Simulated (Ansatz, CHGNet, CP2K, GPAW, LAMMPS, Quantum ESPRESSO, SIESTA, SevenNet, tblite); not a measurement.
# SIESTA runs on aqueous Cs+ and SO4 2-, 1.7 mol of salt per kg of water at 360 K (106 atoms), part 2 of 2

Wanted: SIESTA inputs and outputs for aqueous Cs+ and SO4 2-, 1.7 mol of salt per kg of water at 360 K (106 atoms), checked against a plane-wave reference.

Program: SIESTA 5.4.2; the method stands at each step. Banners, paths, timers and routine set-up lines are dropped from the logs unmarked, and long logs keep their key lines alone; longer cuts are marked. The potentials were converted by us to PSML.

So far. Step 4 (PBE, SZ, shift 0.02 Ry, mesh 500 Ry): Against the first run (34 %), the force difference from the reference is 461 %, at 0.34 times the CPU time (on 1 against 2 cores).

## 5. PBE, DZ, shift 0.01 Ry, mesh 500 Ry

Method: Kohn-Sham DFT, PBE, PseudoDojo 0.4.1 norm-conserving pseudopotentials (converted to PSML), numerical atomic orbitals (DZ), diagonalisation.

Contents of input.fdf:

```
SystemLabel cell
NumberOfAtoms 106
NumberOfSpecies 4
%block ChemicalSpeciesLabel
  1 8 O
  2 16 S
  3 1 H
  4 55 Cs
%endblock ChemicalSpeciesLabel
LatticeConstant 1.0 Ang
%block LatticeVectors
  10.28660 0.00000 0.00000
  0.00000 10.28660 0.00000
  0.00000 0.00000 10.28660
%endblock LatticeVectors
PAO.BasisSize DZ
PAO.EnergyShift 0.01 Ry
XC.Functional GGA
XC.Authors PBE
MeshCutoff 500 Ry
%block kgrid_Monkhorst_Pack
  1 0 0 0.0
  0 1 0 0.0
  0 0 1 0.0
%endblock kgrid_Monkhorst_Pack
SolutionMethod diagon
OccupationFunction FD
ElectronicTemperature 580 K
SCF.Mixer.Method Pulay
SCF.Mixer.Weight 0.15
SCF.Mixer.History 8
SCF.Mix Hamiltonian
MaxSCFIterations 300
SCF.DM.Tolerance 1e-04
SCF.H.Tolerance 1.0e-3 eV
WriteForces T
Write.HirshfeldPop T
Write.VoronoiPop T
Write.DM F
Write.H F
XML.Write F
AtomicCoordinatesFormat Fractional
%block AtomicCoordinatesAndAtomicSpecies
[... 106 atom lines left out: the same atoms as in the first run ...]
%endblock AtomicCoordinatesAndAtomicSpecies
```

Started as:

```
$ OMP_NUM_THREADS=1 mpirun -np 2 siesta < input.fdf > output.txt
```

Output:

```text
Version         : 5.4.2
reinit: System Name:
reinit: System Label: cell
initatom: Reading input for the pseudopotentials and atomic orbitals ----------
Species number:   1 Atomic number:    8 Label: O
Species number:   2 Atomic number:   16 Label: S
Species number:   3 Atomic number:    1 Label: H
Species number:   4 Atomic number:   55 Label: Cs
Ground state valence configuration (from tables):   2s02  2p04  3d00  4f00
Ground state valence configuration (from tables):   3s02  3p04  3d00  4f00
[... lines left out ...]
        iscf     Eharris(eV)        E_KS(eV)     FreeEng(eV)     dDmax    Ef(eV) dHmax(eV)
[... lines left out ...]
SCF Convergence by DM+H criterion
[... lines left out ...]
SCF cycle converged after 12 iterations
[... lines left out ...]
   Max   11.336960
[... lines left out ...]
   Max   11.336960    constrained
Stress tensor Voigt[x,y,z,yz,xz,xy] (kbar):      -35.19      -25.30      -37.66       -1.18       -2.91        4.17
[... lines left out ...]
siesta: FreeEng =    -19219.063313
[... lines left out ...]
siesta:         Fermi =      -3.733847
[... lines left out ...]
siesta:    -0.001819   -0.000733   -0.023507
siesta: Cell volume =       1088.467728 Ang**3
siesta: Pressure (static):
siesta:                Solid            Molecule  Units
siesta:           0.00022241          0.00039297  Ry/Bohr**3
siesta:           0.02042064          0.03608123  eV/Ang**3
siesta:          32.71746854         57.80850688  kBar
    Orbital volume contribution        =          17.514178 eV
    (Free)E + p_basis*V_orbitals       =      -19201.549136 eV
    (Free)Eharris+ p_basis*V_orbitals  =      -19201.549136 eV
Hirshfeld Atomic Populations:
Atom #   charge [q] valence [e]  Species
     1    -0.209114    6.209114  O
     2     0.750039    5.249961  S
     3    -0.199046    6.199046  O
     4    -0.252470    6.252470  O
[...]
7     0.138985    0.861015  H
     8     0.105940    0.894060  H
[...]
10     0.073409    0.926591  H
[...]
105     0.410782    8.589218  Cs
   106     0.412034    8.587966  Cs
--------------------
 Total    -0.000008
Voronoi Atomic Populations:
Atom #   charge [q] valence [e]  Species
[...]
2     0.722707    5.277293  S
[...]
99    -0.257515    6.257515  O
[...]
102    -0.287690    6.287690  O
   103     0.138726    0.861274  H
   104     0.120140    0.879860  H
   105     0.198872    8.801128  Cs
   106     0.186814    8.813186  Cs
--------------------
 Total    -0.000008
```

Wall time 41 s (2 MPI ranks of Arm Neoverse V2, shared host); peak memory 1.1 GiB; 81 s of CPU time.

Numbers from this run, and their distance from the reference:

```
r.m.s. force component                           : 1.599 eV/Å
r.m.s. difference of force components            : 1372 meV/Å
longest difference of force vectors              : 10780 meV/Å
force difference over r.m.s. force               : 202.4 %
slope of forces against the reference's          : 1.236
correlation of force components                  : 0.5238
gap (highest filled to lowest empty level) : 3.669 eV
gap difference                                   : -0.4713 eV
pressure                                         : 3.272 GPa
pressure difference                              : 2.962 GPa
```

This is a coarse setting, run to see what it loses.

Against the first run (34 %), the force difference from the reference is 202 %, at 0.50 times the CPU time, with 448 basis functions against 842: the smaller basis costs accuracy.

## 6. A run with a doubtful setting

input.fdf: that of step 5 with these lines changed.

```diff
@@ -15,6 +15,6 @@
 %endblock LatticeVectors
-PAO.BasisSize DZ
+PAO.BasisSize DZP
 PAO.EnergyShift 0.01 Ry
 XC.Functional GGA
-XC.Authors PBE
+XC.Authors PBE96
 MeshCutoff 500 Ry
@@ -32,3 +32,3 @@
 SCF.Mix Hamiltonian
-MaxSCFIterations 300
+MaxSCFIterations 60
 SCF.DM.Tolerance 1e-04
```

Output:

```text
Version         : 5.4.2
reinit: System Name:
reinit: System Label: cell
initatom: Reading input for the pseudopotentials and atomic orbitals ----------
Species number:   1 Atomic number:    8 Label: O
Species number:   2 Atomic number:   16 Label: S
Species number:   3 Atomic number:    1 Label: H
Species number:   4 Atomic number:   55 Label: Cs
Ground state valence configuration (from tables):   2s02  2p04  3d00  4f00
Ground state valence configuration (from tables):   3s02  3p04  3d00  4f00
Ground state valence configuration (from tables):   1s01  2p00  3d00  4f00
Ground state valence configuration (from tables):   6s01  6p00  5d00  4f00
---- Processing specs for species: O
GGA--PBE XC_GGA_X_PBE--XC_GGA_C_PBE pb
---- Processing specs for species: S
GGA--PBE XC_GGA_X_PBE--XC_GGA_C_PBE pb
---- Processing specs for species: H
GGA--PBE XC_GGA_X_PBE--XC_GGA_C_PBE pb
---- Processing specs for species: Cs
GGA--PBE XC_GGA_X_PBE--XC_GGA_C_PBE pb
Semicore shell(s) with  8 electrons included in the valence for Cs
Semicore shell(s): 5s 5p
Fallback to non-perturbative polarization scheme for Cs
Please see the manual if this is not desired in principle
O pseudopotential only contains V_ls up to l=2 -- lmxkb reset.
S pseudopotential only contains V_ls up to l=2 -- lmxkb reset.
H pseudopotential only contains V_ls up to l=1 -- lmxkb reset.
Using PAO.SplitTailNorm
atom: Called for O                     (Z =   8)
Maximum radius (at nrval) set to   50.00000 8518
read_vps: Pseudopotential generation method:
read_vps: ONCVPSP-3.Hamann oncvpsp
Valence charge in pseudo generation:    6.00000
read_vps: Pseudopotential includes a core correction:
read_vps: Pseudo-core for xc-correction
xc_check: Exchange-correlation functional:
xc_check: GGA PBE96
xc_check: WARNING: Pseudopotential generated with GGA PBE functional
GGAXC: Unknown author PBE96
GGAXC: Unknown author PBE96
Stopping Program from Node:    0
Stopping Program from Node:    0
```

Elapsed: 0.57 s, on 2 MPI ranks; peak memory 0.32 GiB.

The program stopped at the start. The fault in the input: an unknown functional (functional PBE96).

## 7. Side by side

Differences are against the plane-wave reference, forces as r.m.s. over components; share is that over the reference's r.m.s. force, slope the least-squares factor from reference forces to these. Total energies of different programs have different zeros and aren't compared.

| run | Δ force, r.m.s. (meV/Å) | share (%) | slope | Δ pressure (GPa) | Δ gap (eV) | cores | CPU time | memory (GiB) |
| --- | --- | --- | --- | --- | --- | --- | --- | --- |
| reference | - | - | - | - | - | 2 | 5.6 min | 2.7 |
| SIESTA PBE, DZP, shift 0.01 Ry, mesh 500 Ry | 229 | 33.8 | 0.906 | 0.0261 | 0.0423 | 2 | 2.7 min | 1.6 |
| SIESTA PBE, SZ, shift 0.01 Ry, mesh 500 Ry (coarse) | 3215 | 474 | -0.002 | 14.1 | -1.05 | 1 | 61 s | 0.7 |
| SIESTA PBE, SZ, shift 0.02 Ry, mesh 500 Ry (coarse) | 3125 | 461 | 0.081 | 11.1 | -1.20 | 1 | 54 s | 0.64 |
| SIESTA PBE, DZ, shift 0.01 Ry, mesh 500 Ry (coarse) | 1372 | 202 | 1.236 | 2.96 | -0.471 | 2 | 81 s | 1.1 |

Rows marked coarse were listed beforehand as settings not expected to be converged; some can still land near the reference.

CPU time is summed over cores on a shared host, where runs went side by side, so it is rough. Symmetry, cutoffs, thresholds, outputs and thread counts weren't matched or tuned between programs; memory under MPI is the largest rank's times the ranks.

Further runs of this program without a result: SIESTA PBE, SZ, shift 0.02 Ry, mesh 500 Ry, order-N, radius 4.5 Å, eta -2.13 eV (stopped at the start); SIESTA PBE, SZ, shift 0.02 Ry, mesh 500 Ry, order-N, radius 3.5 Å, eta -2.13 eV (stopped at the start).

## 8. Summary of results

```yaml
nearest_in_forces: SIESTA PBE, DZP, shift 0.01 Ry, mesh 500 Ry, 34 %
its_cpu_time: 2.7 min
```

**Reading.** The PBE run in local orbitals, coarse settings apart, differs by 34 % (SIESTA PBE, DZP, shift 0.01 Ry, mesh 500 Ry); basis, grid and potentials can all enter. Runs with settings chosen to be coarse differ by 202 % (SIESTA PBE, DZ, shift 0.01 Ry, mesh 500 Ry) to 474 % (SIESTA PBE, SZ, shift 0.01 Ry, mesh 500 Ry), their programs' other errors included. Of the electronic-structure runs that take under half the reference's CPU time, SIESTA PBE, DZP, shift 0.01 Ry, mesh 500 Ry comes nearest, at 34 % in 2.7 min against 5.6 min. At the same functional, gaps differ from the reference's 4.14 eV by between -1.20 and +0.04 eV. In pressure, SIESTA PBE, SZ, shift 0.01 Ry, mesh 500 Ry misses by +14.1 GPa, at the same functional. With short bonds to hydrogen, sets of potentials differ among themselves by several per cent in forces even at converged cutoffs, so the reference isn't exact here either. The reference's pressure holds the uncorrected Pulay stress of its 60 Ry basis, so small pressure differences, and their order, may be the reference's own error. The network of contacts between molecules at the start is that of the classical potential that made the cell, and needn't be the one that DFT or experiment would give. The concentration wasn't checked against solubility and may exceed it. The reference's PBE has no dispersion term, which matters for the binding between molecules or layers. The density was typed from a rule of thumb and may lie off the real one at this temperature. The electronic-structure runs sample only Γ, in a cell whose shortest periodic width is 10 Å. Spin–orbit coupling is left out, which matters for the levels of the heavy elements.

[Also dropped from logs without a mark: logging warnings of Python, and SIESTA's first energy breakdown and zero terms.]

[Logs are printed without paths, hosts, clocks, repeated set-up lines and the standing remarks that a program may print on its own settings, such as how far it seeks lower states.]

[Hosts, paths, dates, database ids (printed as entryN), source tags and the programs' standing remarks are cut or masked in the printed files.]
